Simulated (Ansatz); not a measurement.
**RbH3Pb (model cell, started as cubic perovskite with Pb in the octahedra): relaxing the cell for a phonon run**

Aim: bring RbH3Pb (model cell, started as cubic perovskite with Pb in the octahedra) to small forces and stress, as phonons need.

Main program and level: Ansatz 0.2.0; DFT PBEsol, scalar-relativistic, plane waves, PAW; PAW set soft_1.

The structure was built from a prototype and need not be the compound's stable phase.

## Step 1: Set-up

It takes space group Pm-3m (No. 221, cubic). Conventional cell: a = 4.978 Å, b = 4.978 Å, c = 4.978 Å, α = 90.00°, β = 90.00°, γ = 90.00°. Nearest to Rb lie 12 H at 3.52 Å. Nearest to Pb lie 6 H at 2.49 Å. Nearest to H lie 2 Pb at 2.49 Å. Farther neighbours are not listed.

## Step 2: Probe on a coarse mesh

A quick single point on a coarse mesh tells whether the cell has a gap and how far it is from rest, which sets the k mesh and smearing that follow.

input.yaml reads:

```yaml
crystal:
  lattice:
    - [4.9784, 0.0, 0.0]
    - [0.0, 4.9784, 0.0]
    - [0.0, 0.0, 4.9784]
  atoms:
    - { symbol: Rb, position: [0.0, 0.0, 0.0] }
    - { symbol: Pb, position: [0.5, 0.5, 0.5] }
    - { symbol: H, position: [0.5, 0.5, 0.0] }
    - { symbol: H, position: [0.5, 0.0, 0.5] }
    - { symbol: H, position: [0.0, 0.5, 0.5] }
kpoints:
  mp_grid: { grid: [4, 4, 4] }
hamiltonian:
  xc: pbesol
  pseudopotentials: { kind: paw, azcp: { folder: soft_1 }, xc_functional: pbe }
scf:
  occupations: { method: gaussian, width: 0.1 }
output:
  forces: true
  stress: true
  eigenvalues: true
```

Started as:

```console
$ ansatz run input.yaml --threads 4 --pin off --max-ram 16384MiB --backend cpu --events-out ev --progress --plain --runs-dir out
```

Numbers of over 12 decimals in the logs are rounded to 6 here.

Output:

```text
Engine: ansatz 0.2.0, aarch64-unknown-linux-gnu
Pseudopotentials: kind: paw
Pseudopotential: Rb, paw, valence charge 9, recommended cutoff 420 eV (normal), soft_1/Rb.paw.azcp
Pseudopotential: Pb, paw, valence charge 14, recommended cutoff 420 eV (normal), soft_1/Pb.paw.azcp
Pseudopotential: H, paw, valence charge 1, recommended cutoff 420 eV (normal), soft_1/H.paw.azcp
Functional definition: PBEsol
[...]
k-point 0: bands = [... 9 lower, -5.5587, 1.9071, 1.9071, 2.9946, 4.0255, 4.0255, 4.0255, 8.5058, ... 1 higher]
  k-point 1: bands = [... 9 lower, -5.3753, 0.5038, 1.9934, 2.8354, 4.0694, 4.0694, 6.4332, 7.6911, ... 1 higher]
  k-point 2: bands = [... 9 lower, -5.1634, -0.4258, 2.0874, 3.0823, 4.1119, 4.1119, 6.7443, 7.1152, ... 1 higher]
  k-point 9: bands = [... 9 lower, -4.5388, -0.1007, -0.1007, -0.1007, 6.7919, 6.7919, 6.7919, 8.8731, ... 1 higher]
[key lines of the parts left out:]
SCF converged after 8 iterations
Free energy (F): -15019.972451 eV
Fermi energy:    3.553665 eV
P = ⅓ Tr σ = -3.9013 GPa (-39.013 kbar)
```

It took 1.3 s on 4 threads of Arm Neoverse V1, shared host; peak memory 0.36 GiB.

A gap read on the k-mesh alone can miss the band edges.

This step gave:

```yaml
pressure: -3.901 GPa
gap_on_the_k_mesh: 0.9432 eV
volume_per_atom: 24.68 Å³
direct_gap_on_mesh: 1.030 eV
```

The coarse mesh shows a gap of 0.94 eV and a pressure of -3.9 GPa.

## Step 3: Relaxation, k-mesh 6×6×6, smearing width 0.02 eV

The cell and atoms are relaxed, since residual forces and stress would shift the frequencies.

input.yaml, the sections that differ from step 2:

```yaml
kpoints:
  mp_grid: { grid: [6, 6, 6] }
scf:
  occupations: { method: gaussian, width: 0.02 }
relax:
  adjacent_minimum: "off"
  f_tol: 0.005
  max_steps: 80
  cell: { stress_tol: 0.05 }
# crystal, hamiltonian, output: as in step 2
```

Output:

```text
[...]
Crystal: 5 atoms, lattice volume = 123.387 Å³
Basis set: ecut = 420 eV, 2469 PW (Γ), exchange–correlation on 72×72×72 points (8 copies of the dense FFT grid, shifted against one another)
Bands: 18, of which v1, the nominal top of the filled ones, is band 13 counted from 1 (12 counted from 0)
Symmetry: 48 space group operations
[...]
k-points: 20 of 216
[...]
SCF iter   1: F=—  HF=-15021.905028 eV  |F-HF|=—  |Δ(HF+E_count)|=         —  Δρ=4.49e-2  dr2=4.45e0  ethr=3.10e-3  ⟨swp⟩=6.4  Hψ=2080  notcnv=0
[...]
SCF iter   8: F=-15020.101363 eV  HF=-15020.101363 eV  |F-HF|=1.84e-9  |Δ(HF+E_count)|=   1.08e-7  Δρ=2.46e-6  dr2=5.58e-9  ethr=3.85e-10  ⟨swp⟩=12.2  Hψ=2050  notcnv=0
SCF 1 converged in 8 iterations: F = -15020.101363 eV  dr2 = 5.58e-9
[...]
relax step   1: F+E_penalty+E_count = -15020.10136319 eV  Δ(F+E_penalty+E_count) = +0.000e0 eV  max|allowed force component| = 2.623e-28 eV/Å  Δτ_max = 0.0000 Å  P = -4.306 GPa  Ω = 123.387 Å³  (8 SCF iters, dr2 threshold 1.00e-7 eV, accepted)
Crystal: 5 atoms, lattice volume = 106.239 Å³
Basis set: ecut = 420 eV, 2103 PW (Γ), exchange–correlation on 72×72×72 points (8 copies of the dense FFT grid, shifted against one another)
[...]
iter 1 solved again at ethr=1.24e-4 eV; its pass at ethr=3.10e-3 eV (dr2=3.23e-2 eV) is discarded
[...]
SCF iter   5: F=-15020.489685 eV  HF=-15020.489685 eV  |F-HF|=9.11e-8  |Δ(HF+E_count)|=   1.37e-5  Δρ=1.90e-5  dr2=4.42e-7  ethr=1.92e-9  ⟨swp⟩=5.8  Hψ=2049  notcnv=0
SCF 2 converged in 5 iterations: F = -15020.489685 eV  dr2 = 4.42e-7
relax step   2: F+E_penalty+E_count = -15020.48968502 eV  Δ(F+E_penalty+E_count) = -3.883e-1 eV  max|allowed force component| = 2.360e-29 eV/Å  Δτ_max = 0.0000 Å  P = -2.628 GPa  Ω = 106.239 Å³  energy of the carried Pulay correction = +3.835e-3 eV  (5 SCF iters, dr2 threshold 5.00e-7 eV, accepted)
Crystal: 5 atoms, lattice volume = 90.730 Å³
Basis set: ecut = 420 eV, 1791 PW (Γ), exchange–correlation on 72×72×72 points (8 copies of the dense FFT grid, shifted against one another)
[...]
SCF iter   6: F=-15020.602679 eV  HF=-15020.602679 eV  |F-HF|=2.21e-8  |Δ(HF+E_count)|=   9.00e-7  Δρ=1.71e-5  dr2=2.40e-7  ethr=1.92e-9  ⟨swp⟩=7.2  Hψ=1805  notcnv=0
SCF 3 converged in 6 iterations: F = -15020.602679 eV  dr2 = 2.40e-7
relax step   3: F+E_penalty+E_count = -15020.60267935 eV  Δ(F+E_penalty+E_count) = -1.130e-1 eV  max|allowed force component| = 1.010e-29 eV/Å  Δτ_max = 0.0000 Å  P = +0.659 GPa  Ω = 90.730 Å³  energy of the carried Pulay correction = +7.835e-3 eV  (6 SCF iters, dr2 threshold 5.00e-7 eV, accepted)
[...]
relax step   4: F+E_penalty+E_count = -15020.60794985 eV  Δ(F+E_penalty+E_count) = -5.270e-3 eV  max|allowed force component| = 5.422e-29 eV/Å  Δτ_max = 0.0000 Å  P = -0.036 GPa  Ω = 93.462 Å³  energy of the carried Pulay correction = +7.088e-3 eV  (5 SCF iters, dr2 threshold 5.00e-7 eV, accepted)
[...]
relax step   5: F+E_penalty+E_count = -15020.60467798 eV  Δ(F+E_penalty+E_count) = +3.272e-3 eV  max|allowed force component| = 2.735e-29 eV/Å  Δτ_max = 0.0000 Å  P = -0.072 GPa  Ω = 93.462 Å³  stress off target by 7.21e-2 GPa  SCF on the basis re-selected at this cell (its energy is not comparable with the rows above)  (5 SCF iters)
[...]
relax step   6: F+E_penalty+E_count = -15020.60481621 eV  Δ(F+E_penalty+E_count) = -1.382e-4 eV  max|allowed force component| = 1.016e-29 eV/Å  Δτ_max = 0.0000 Å  P = +0.012 GPa  Ω = 93.171 Å³  energy of the carried Pulay correction = +8.303e-5 eV  (4 SCF iters, dr2 threshold 1.30e-8 eV, accepted)
[...]
SCF iter   1: F=—  HF=-15020.604662 eV  |F-HF|=—  |Δ(HF+E_count)|=         —  Δρ=1.05e-5  dr2=2.19e-8  ethr=4.03e-7  ⟨swp⟩=3.5  Hψ=3093  notcnv=0
eigensolver tolerance schedule: the retry pair's looser diagonalisation over-reported the residual by 4787.38 of it (diagonalisation noise at 1.65 of the residual, at the tolerance the schedule requests for it); recorded, not acted on — ethr = c·dr2/N_el stays at c = 1.0e-1
[...]
SCF iter   2: F=—  HF=-15020.604668 eV  |F-HF|=—  |Δ(HF+E_count)|=   6.12e-6  Δρ=5.48e-6  dr2=7.12e-9  ethr=8.42e-11  ⟨swp⟩=3.3  Hψ=869  notcnv=0
[...]
SCF iter   4: F=-15020.604668 eV  HF=-15020.604668 eV  |F-HF|=2.36e-11  |Δ(HF+E_count)|=  1.62e-10  Δρ=1.38e-7  dr2=3.66e-11  ethr=1.00e-12  ⟨swp⟩=6.1  Hψ=1540  notcnv=0
SCF 7 converged in 4 iterations: F = -15020.604668 eV  dr2 = 3.66e-11
relax step   7: F+E_penalty+E_count = -15020.60466787 eV  Δ(F+E_penalty+E_count) = +1.483e-4 eV  max|allowed force component| = 5.724e-29 eV/Å  Δτ_max = 0.0000 Å  P = +0.011 GPa  Ω = 93.171 Å³  stress off target by 1.12e-2 GPa  SCF on the basis re-selected at this cell (its energy is not comparable with the rows above)  (4 SCF iters)
[...]
SCF converged after 4 iterations
Free energy (F): -15020.604668 eV
[...]
Internal energy: -15020.604433 eV  (E = F + TS)
E sigma→0 (E₀):  -15020.604550 eV
Entropy (-TS):   -0.000235 eV (-0.047 meV/atom)
Fermi energy:    6.457484 eV
[...]
--- Stress (GPa, compression-positive) ---
        0.011242       0.000000      -0.000000
        0.000000       0.011242       0.000000
       -0.000000       0.000000       0.011242
  P = ⅓ Tr σ = 0.0112 GPa (0.112 kbar)
--- Band table (eV; the first three rows and the last of 20) ---
  k-point 0: bands = [... 9 lower, -4.1091, 3.8694, 3.8694, 6.5130, 6.5130, 6.5130, 6.5332, 11.0159, ... 1 higher]
  k-point 1: bands = [... 9 lower, -3.9110, 2.9086, 3.9387, 5.7938, 6.5076, 6.5076, 8.7135, 10.3722, ... 1 higher]
  k-point 2: bands = [... 9 lower, -3.4777, 1.4615, 4.0911, 6.0957, 6.4877, 6.4877, 9.4643, 9.9417, ... 1 higher]
  k-point 19: bands = [... 9 lower, -2.1155, 1.2235, 1.2235, 1.2235, 9.4668, 9.4668, 9.4668, 12.4226, ... 1 higher]
--- Relaxed structure (5 steps of the walk, 5 accepted, 2 SCFs on fresh bases) ---
  F+E_penalty+E_count = -15020.60466787 eV   max|allowed force component| = 5.724e-29 eV/Å   (the final SCF, on the basis selected at the relaxed cell)
  cell:  # Å, volume = 93.1708 Å³
    - [4.533426, 0, 0]
    - [0, 4.533426, 0]
    - [0, 0, 4.533426]
  atoms:
    - { symbol: Rb, position: [0, 0, 0] }
    - { symbol: Pb, position: [0.5, 0.5, 0.5] }
    - { symbol: H, position: [0.5, 0.5, 0] }
    - { symbol: H, position: [0.5, 0, 0.5] }
    - { symbol: H, position: [0, 0.5, 0.5] }
```

The job ended after 5.9 s (4 threads; peak memory 0.42 GiB).

Relaxation path:

| step | energy less that of the first step (eV) | largest force component (eV/Å) | pressure (GPa) | volume (Å³) |
| --- | --- | --- | --- | --- |
| 1 | 0.0000 | 0.0000 | -4.31 | 123.39 |
| 2 | -0.3883 | 0.0000 | -2.63 | 106.24 |
| 3 | -0.5013 | 0.0000 | 0.66 | 90.73 |
| 4 | -0.5066 | 0.0000 | -0.04 | 93.46 |
| 5* | -0.5033 | 0.0000 | -0.07 | 93.46 |
| 6 | -0.5035 | 0.0000 | 0.01 | 93.17 |
| 7* | -0.5033 | 0.0000 | 0.01 | 93.17 |

Relaxation steps marked * repeat the geometry before them on a plane-wave basis chosen anew for their cell, so energy and pressure can jump there.

The run keeps the 48 symmetry operations that it works with, so distortions that break them were not tested.

| conventional cell, symmetrised | before | after | change |
| --- | --- | --- | --- |
| a (Å) | 4.978 | 4.533 | -8.9 % |
| b (Å) | 4.978 | 4.533 | -8.9 % |
| c (Å) | 4.978 | 4.533 | -8.9 % |
| volume (Å³/atom) | 24.68 | 18.63 | -24.5 % |

Final coordinates:

```xyz
5
Lattice="4.5334 0.0000 0.0000 0.0000 4.5334 0.0000 0.0000 0.0000 4.5334" Properties=species:S:1:pos:R:3 pbc="T T T"
Rb    0.0000    0.0000    0.0000
Pb    2.2667    2.2667    2.2667
H     2.2667    2.2667    0.0000
H     2.2667    0.0000    2.2667
H     0.0000    2.2667    2.2667
```

This step gave:

```yaml
pressure: 0.01124 GPa
volume_per_atom: 18.63 Å³
gap_on_the_k_mesh: 0 eV
```

In this step the volume went from 24.68 to 18.63 Å³/atom.

## Step 4: Bringing the structure to rest, k-mesh 8×8×8, smearing width 0.1 eV

The relaxation is repeated from its end, on the mesh and smearing that suit the cell and gap now reached.

input.yaml, the sections that differ from step 3:

```yaml
crystal:
  lattice:
    - [4.5334261948, 0.0, 0.0]
    - [0.0, 4.5334261948, 0.0]
    - [0.0, 0.0, 4.5334261948]
  atoms:
    - { symbol: Rb, position: [0.0, 0.0, 0.0] }
    - { symbol: Pb, position: [0.5, 0.5, 0.5] }
    - { symbol: H, position: [0.5, 0.5, 0.0] }
    - { symbol: H, position: [0.5, 0.0, 0.5] }
    - { symbol: H, position: [0.0, 0.5, 0.5] }
kpoints:
  mp_grid: { grid: [8, 8, 8] }
scf:
  occupations: { method: gaussian, width: 0.1 }
# hamiltonian, output, relax: as in step 3
```

Output:

```text
[...]
Crystal: 5 atoms, lattice volume = 93.171 Å³
Basis set: ecut = 420 eV, 1839 PW (Γ), exchange–correlation on 64×64×64 points (8 copies of the dense FFT grid, shifted against one another)
Bands: 18, of which v1, the nominal top of the filled ones, is band 13 counted from 1 (12 counted from 0)
Symmetry: 48 space group operations
[...]
k-points: 35 of 512
[...]
--- Relaxed structure (2 steps of the walk, 2 accepted, 1 SCFs on fresh bases) ---
[...]
cell:  # Å, volume = 92.0114 Å³
    - [4.514543, 0, 0.0]
    - [0, 4.514543, 0.0]
    - [0.0, 0.0, 4.514543]
  atoms:
    - { symbol: Rb, position: [0, 0, 0] }
    - { symbol: Pb, position: [0.5, 0.5, 0.5] }
    - { symbol: H, position: [0.5, 0.5, 0] }
    - { symbol: H, position: [0.5, 0, 0.5] }
    - { symbol: H, position: [0, 0.5, 0.5] }
[key lines of the parts left out:]
SCF converged after 5 iterations
Free energy (F): -15020.669057 eV
Fermi energy:    6.501218 eV
P = ⅓ Tr σ = -0.0283 GPa (-0.283 kbar)
```

It took 3.3 s on 4 threads; peak memory 0.41 GiB.

Step by step:

| step | energy less that of the first step (eV) | largest force component (eV/Å) | pressure (GPa) | volume (Å³) |
| --- | --- | --- | --- | --- |
| 1 | 0.0000 | 0.0000 | -0.33 | 93.17 |
| 2 | -0.0016 | 0.0000 | -0.03 | 92.01 |
| 3* | -0.0013 | 0.0000 | -0.03 | 92.01 |

Relaxation steps marked * repeat the geometry before them on a plane-wave basis chosen anew for their cell, so energy and pressure can jump there.

The run keeps the 48 symmetry operations that it works with, so distortions that break them were not tested.

| conventional cell, symmetrised | before | after | change |
| --- | --- | --- | --- |
| a (Å) | 4.533 | 4.515 | -0.4 % |
| b (Å) | 4.533 | 4.515 | -0.4 % |
| c (Å) | 4.533 | 4.515 | -0.4 % |
| volume (Å³/atom) | 18.63 | 18.40 | -1.2 % |

Final coordinates:

```cif
data_structure
_symmetry_space_group_name_H-M 'P 1'
_symmetry_Int_Tables_number 1
_cell_length_a 4.5145
_cell_length_b 4.5145
_cell_length_c 4.5145
_cell_angle_alpha 90.000
_cell_angle_beta 90.000
_cell_angle_gamma 90.000
_cell_volume 92.01
loop_
_atom_site_label
_atom_site_type_symbol
_atom_site_fract_x
_atom_site_fract_y
_atom_site_fract_z
_atom_site_occupancy
Rb1 Rb 0.00000 0.00000 0.00000 1
Pb2 Pb 0.50000 0.50000 0.50000 1
H3 H 0.50000 0.50000 0.00000 1
H4 H 0.50000 0.00000 0.50000 1
H5 H 0.00000 0.50000 0.50000 1
```

This step gave:

```
pressure        : -0.02830 GPa
volume per atom : 18.40 Å³
```

In this step the volume went from 18.63 to 18.40 Å³/atom.

## Step 5: Tight relaxation

Phonons need a cell at rest on their own settings, so the relaxation is repeated with tight tolerances on forces and stress, using the mesh and the filling of the phonon run that follows.

input.yaml reads:

```yaml
crystal:
  lattice:
    - [4.514543125, 0.0, 0.0]
    - [0.0, 4.514543125, 0.0]
    - [0.0, 0.0, 4.514543125]
  atoms:
    - { symbol: Rb, position: [0.0, 0.0, 0.0] }
    - { symbol: Pb, position: [0.5, 0.5, 0.5] }
    - { symbol: H, position: [0.5, 0.5, 0.0] }
    - { symbol: H, position: [0.5, 0.0, 0.5] }
    - { symbol: H, position: [0.0, 0.5, 0.5] }
kpoints:
  mp_grid: { grid: [8, 8, 8] }
hamiltonian:
  xc: pbesol
  pseudopotentials: { kind: paw, azcp: { folder: soft_1 }, xc_functional: pbe }
scf:
  occupations: { method: methfessel_paxton, width: 0.2 }
output:
  forces: true
  stress: true
  eigenvalues: true
  write_density: true
  write_potential: true
  elf: true
  volumetric_format: npy
relax:
  adjacent_minimum: "off"
  f_tol: 0.001
  max_steps: 60
  cell: { stress_tol: 0.01 }
```

Output:

```text
[...]
Crystal: 5 atoms, lattice volume = 92.011 Å³
Basis set: ecut = 420 eV, 1791 PW (Γ), exchange–correlation on 64×64×64 points (8 copies of the dense FFT grid, shifted against one another)
Bands: 18, of which v1, the nominal top of the filled ones, is band 13 counted from 1 (12 counted from 0)
Symmetry: 48 space group operations
[...]
k-points: 35 of 512
[...]
--- Relaxed structure (2 steps of the walk, 2 accepted, 1 SCFs on fresh bases) ---
[...]
cell:  # Å, volume = 91.9074 Å³
    - [4.512842, 0, 0]
    - [0, 4.512842, 0]
    - [0, 0, 4.512842]
  atoms:
    - { symbol: Rb, position: [0, 0, 0] }
    - { symbol: Pb, position: [0.500000, 0.500000, 0.500000] }
    - { symbol: H, position: [0.500000, 0.500000, 0] }
    - { symbol: H, position: [0.500000, 0, 0.500000] }
    - { symbol: H, position: [0, 0.500000, 0.500000] }
[key lines of the parts left out:]
SCF converged after 5 iterations
Free energy (F): -15020.666144 eV
Fermi energy:    6.512092 eV
P = ⅓ Tr σ = -0.0025 GPa (-0.025 kbar)
```

Wall time 3.5 s (4 threads); peak memory 0.41 GiB; 12 s of CPU time.

Little changed from the start: no atom moved by 0.005 Å and no cell edge by 0.1 %.

Numbers from this step:

```yaml
pressure: -0.002498 GPa
volume_per_atom: 18.38 Å³
```

Electrostatic potential energy in the ac plane at fractional y = 0.500, with atoms of Pb and H within 0.2 Å of it. With pseudopotentials it is smooth inside the atoms' cores, unlike the true potential.

Values in eV, 14 rows by 14 columns, each cell a mean:
```
  8   8   9   9   9   6  -8 -16  -1   7   9   9   8   8
  8   8   9   9   8   7   4   3   6   8   8   9   9   8
  9   9   9   8   7   6   4   4   5   6   8   8   9   9
  9   9   8   7   4  -1  -8 -10  -6   1   5   8   8   9
  7   8   8   5  -2 -19 -31 -33 -28 -12   1   6   8   7
 -6   3   6   2 -13 -34 -35 -34 -36 -28  -6   5   6  -1
-29  -7   5   1 -20 -36 -31 -29 -34 -33 -10   4   3 -16
-18  -2   6   1 -17 -36 -33 -31 -35 -31  -8   4   4  -8
  5   7   7   4  -6 -27 -36 -36 -34 -19  -1   6   7   6
  8   9   8   6   2  -6 -17 -20 -13  -2   4   7   8   9
  9   9   8   8   6   4   1   1   2   5   7   8   9   9
  9   9   9   8   8   7   6   5   6   8   8   9   9   9
  8   8   9   9   9   7  -2  -7   3   8   9   9   8   8
  8   8   9   9   8   5 -18 -29  -6   7   9   9   8   8
```
Columns run along a (4.5 Å; values clipped at the 3rd and 97th percentile), rows up along c (4.5 Å). Atoms in or near the plane, at fractional coordinates: Pb at (0.50, 0.50), H at (0.50, 0.00), H at (0.00, 0.50).

ELF in the ac plane at fractional y = 0.500, with atoms of Pb and H within 0.2 Å of it. It is the smooth field of the valence electrons, not physical close to the nuclei.

Ten even steps from '_' (0.11 × 1e-1) to '@' (9.98 × 1e-1), each cell a mean:
```
______--##@@@@@@@@%%++..____
______..==**##%%##++--______
....__..::--------::..____..
**==::..::----------::..--++
@@%%==::--==----====--::++%%
@@@@++------..__::==----##@@
@@@@**----::______------%%@@
@@@@**----::____..------##@@
@@%%==::--==::::--==----**@@
%%**::::------------::::==##
--::....::::------::......--
______..::==****++==::______
______::**%%@@@@@@%%==..____
______--%%@@@@@@@@@@**..____
```
Columns run along a (4.5 Å), rows up along c (4.5 Å). Atoms in or near the plane, at fractional coordinates: Pb at (0.50, 0.50), H at (0.50, 0.00), H at (0.00, 0.50).

Valence density in the ac plane at fractional y = 0.500, with atoms of Pb and H within 0.2 Å of it. It is the smooth field of the valence electrons, not physical close to the nuclei.

Ten steps, logarithmic in the rise over the least value, from '_' (0.0 e/Å³) to '@' (7.4 e/Å³), each cell a mean:
```
________..--==++==::..______
________..::------::..______
______....::------::..______
........::--==++==--::......
::::::::--++####**++--::::::
==------++##%%@@%%**==----==
**==----**%%@@@@@@##++----++
++==----++%%@@@@%%##==----==
----::::==**%%%%##++--::::--
......::--==++**++--::......
______..::::------::....____
________..::------::..______
________..--====--::..______
________..--++**==::..______
```
Columns run along a (4.5 Å), rows up along c (4.5 Å). Atoms in or near the plane, at fractional coordinates: Pb at (0.50, 0.50), H at (0.50, 0.00), H at (0.00, 0.50).

The forces vanish by symmetry and the pressure is -0.002 GPa, within the tolerances set. The cell now holds 18.38 Å³/atom.

## Step 6: Outcome

```yaml
space_group_after_relaxation_within_0p01_a: Pm-3m
lattice_constant_a: 4.513 Å
lattice_constant_b: 4.513 Å
lattice_constant_c: 4.513 Å
volume_per_atom: 18.4 Å³
```

In words: The forces vanish by symmetry and the pressure is -0.002 GPa, within the tolerances set. The cell now holds 18.38 Å³/atom. The relaxation keeps the symmetry of its start, so it says nothing on stability against lower symmetry. Spin-orbit coupling is left out, which can matter for the heavy elements here. The PAW files were made for PBE and serve the other functionals too. The starting cell was built on a prototype and not taken from a measurement, so the phase need not exist.

[Logs are printed without paths, hosts, clocks, repeated set-up lines and the standing remarks that a program may print on its own settings, such as how far it seeks lower states.]

[Hosts, paths, dates, database ids (printed as entryN), source tags and the programs' standing remarks are cut or masked in the printed files.]
